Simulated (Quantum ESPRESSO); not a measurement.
## MgO (Periclase): from Born charge to LO-TO splitting

Wanted: the LO mode of MgO (Periclase) from the TO mode and the field response.

Method: DFT LDA, scalar-relativistic, plane waves, PseudoDojo norm-conserving pseudopotentials, in Quantum ESPRESSO 7.5.

The database entry behind the starting cell differs from later determinations by our own check (about 0.1 % long), so it need not match the best structure at ambient conditions.

## (1) The relaxed structure

Symmetry: Fm-3m, No. 225, cubic system. Conventional cell: a = 4.160 Å, b = 4.160 Å, c = 4.160 Å, α = 90.00°, β = 90.00°, γ = 90.00°. Mg has 6 O at 2.08 Å nearest. Nearest to O lie 6 Mg at 2.08 Å. Farther neighbours and most contacts between anions are not listed.

This is the cell after its relaxation at this level of theory, not the database cell from which that began.

## (2) What the response run gave

A linear-response run on the relaxed cell, with the response to an electric field; only its zone-centre results are used. Cutoff 84 Ry, k mesh 8×8×8.

The log of the run:

```text
[banners, grids, parts of the stress and lines that vanish by symmetry left out]
Program PHONON v.7.5
     Reading xml data from directory:

[...]
Exchange-correlation= PW
                           (   1   4   0   0   0   0   0)
[...]
kinetic-energy cut-off    =      84.0000  Ry
     charge density cut-off    =     336.0000  Ry
     convergence threshold     =      1.0E-18
[...]
Exchange-correlation= PW
                           (   1   4   0   0   0   0   0)
[...]
q = (   0.0000000   0.0000000   0.0000000 )
     49 Sym.Ops. (with q -> -q+G )
     G cutoff =  263.0275  (  12627 G-vectors)     FFT grid: ( 36, 36, 36)
     number of k points=    29
[...]
Mode symmetry, O_h (m-3m)  point group:
[...]
Dielectric constant
[...]
End of electric fields calculation
          Dielectric constant in cartesian axis
          (       3.171220382      -0.000000000      -0.000000000 )
          (      -0.000000000       3.171220382      -0.000000000 )
          (      -0.000000000      -0.000000000       3.171220382 )
          Effective charges (d Force / dE) in cartesian axis without acoustic sum rule applied (asr)
           atom    1  Mg    Mean Z*:        1.97200
      Ex  (        1.97200       -0.00000       -0.00000 )
      Ey  (       -0.00000        1.97200       -0.00000 )
      Ez  (       -0.00000       -0.00000        1.97200 )
           atom    2  O     Mean Z*:       -1.97159
      Ex  (       -1.97159       -0.00000       -0.00000 )
      Ey  (       -0.00000       -1.97159       -0.00000 )
      Ez  (       -0.00000       -0.00000       -1.97159 )
          Effective charges Sum: Mean:        0.00041
[...]
Effective charges (d Force / dE) in cartesian axis with asr applied:
           atom    1  Mg    Mean Z*:        1.97179
[...]
atom    2  O     Mean Z*:       -1.97179
[...]
Representation #   1 modes #   1   2   3
[...]
End of self-consistent calculation
     Convergence has been achieved
     Representation #   2 modes #   4   5   6
[...]
End of self-consistent calculation
     Convergence has been achieved
[...]
Dielectric constant in cartesian axis
          (       3.171220382      -0.000000000      -0.000000000 )
          (      -0.000000000       3.171220382      -0.000000000 )
          (      -0.000000000      -0.000000000       3.171220382 )
          Effective charges (d Force / dE) in cartesian axis without acoustic sum rule applied (asr)
           atom    1  Mg    Mean Z*:        1.97200
      Ex  (        1.97200       -0.00000       -0.00000 )
      Ey  (       -0.00000        1.97200       -0.00000 )
      Ez  (       -0.00000       -0.00000        1.97200 )
           atom    2  O     Mean Z*:       -1.97159
      Ex  (       -1.97159       -0.00000       -0.00000 )
      Ey  (       -0.00000       -1.97159       -0.00000 )
      Ez  (       -0.00000       -0.00000       -1.97159 )
          Effective charges Sum: Mean:        0.00041
[...]
Effective charges (d Force / dE) in cartesian axis with asr applied:
           atom    1  Mg    Mean Z*:        1.97179
[...]
atom    2  O     Mean Z*:       -1.97179
[...]
q = (    0.000000000   0.000000000   0.000000000 )
[...]
freq (    1) =       0.099901 [THz] =       3.332325 [cm-1]
     freq (    2) =       0.099901 [THz] =       3.332325 [cm-1]
     freq (    3) =       0.099901 [THz] =       3.332325 [cm-1]
     freq (    4) =      12.266394 [THz] =     409.162860 [cm-1]
     freq (    5) =      12.266394 [THz] =     409.162860 [cm-1]
     freq (    6) =      12.266394 [THz] =     409.162860 [cm-1]
[...]
Mode symmetry, O_h (m-3m)  point group:
     freq (   1-   3) =          3.3  [cm-1]   --> T_1u G_15  G_4- I
     freq (   4-   6) =        409.2  [cm-1]   --> T_1u G_15  G_4- I

   JOB DONE.
```

```
                       quantity   value
             cell volume Ω (Å³)  18.002
                 mass of Mg (u)  24.305
                  mass of O (u)  15.999
     Born charge of Mg, raw (e)   1.972
      Born charge of O, raw (e)  -1.972
                             ε∞   3.171
ω(TO) after the sum rule (cm⁻¹)   409.2
```

## (3) The calculation

The charges must sum to zero over the cell; taking off their mean, 0.000 e, leaves Z* = 1.972 e on Mg. In the polar mode Mg moves against O, so the reduced mass is μ = 24.30 × 16.00 / 40.30 = 9.648 u.

A longitudinal wave builds up a field that adds to the restoring force: ω(LO)² = ω(TO)² + 4π Z*² / (μ Ω ε∞), in Hartree atomic units. With μ = 17587 electron masses and Ω = 121.48 bohr³ the second term is 7.2110e-06 Ha², or 347346 cm⁻² (1 Ha = 219474.6 cm⁻¹).

So ω(LO) = √(167412 + 347346) = 717.5 cm⁻¹, and by the Lyddane-Sachs-Teller relation ε₀ = ε∞ (ω(LO)/ω(TO))² = 9.75.

## (4) Check against the program

The analysis program adds the same non-analytic term to the full matrix, here for q along (1 0 0).

The log of the run:

```text
[banner, memory and clock lines left out]
Program DYNMAT v.7.5

     Reading Dynamical Matrix from file g.dyn
     ...Force constants read
     ...epsilon and Z* read

     Polarizability (A^3 units)
     multiply by 0.580134 for Clausius-Mossotti correction
         3.110391   -0.000000   -0.000000
        -0.000000    3.110391   -0.000000
        -0.000000   -0.000000    3.110391

     IR activities are in (D/A)^2/amu units

# mode   [cm-1]    [THz]      IR
    1     -0.00   -0.0000    0.0000
    2     -0.00   -0.0000    0.0000
    3      0.00    0.0000    0.0000
    4    409.16   12.2662    9.2972
    5    409.16   12.2662    9.2972
    6    717.46   21.5090    9.2972
```

ε₀ comes from the program's run without a direction of q.

```
    quantity  by hand  program
ω(LO) (cm⁻¹)    717.5    717.5
          ε₀     9.75     9.75
```

## (5) Results

```
TO mode                    : 409.2 cm⁻¹
LO mode                    : 717.5 cm⁻¹
static dielectric constant : 9.751
```

In words: The LO mode of MgO (Periclase) lies at 717 cm⁻¹, 308 cm⁻¹ above the TO mode; the formula meets the program within 0.1 cm⁻¹, as it must for a cubic crystal with one polar mode. ω(LO)² − ω(TO)² goes with Z*²/ε∞: an error of 5 % in ε∞ would move the LO mode by 11.6 cm⁻¹, and semilocal functionals tend to overestimate ε∞. These are harmonic values at zero temperature, at the volume of this functional, for the structure held cubic; stability elsewhere in the zone is no part of this calculation.

[Host names and launcher messages were left out of these logs when they were recorded.]

[Logs are printed without paths, hosts, clocks, repeated set-up lines and the standing remarks that a program may print on its own settings, such as how far it seeks lower states.]

[Hosts, paths, dates, database ids (printed as entryN), source tags and the programs' standing remarks are cut or masked in the printed files.]
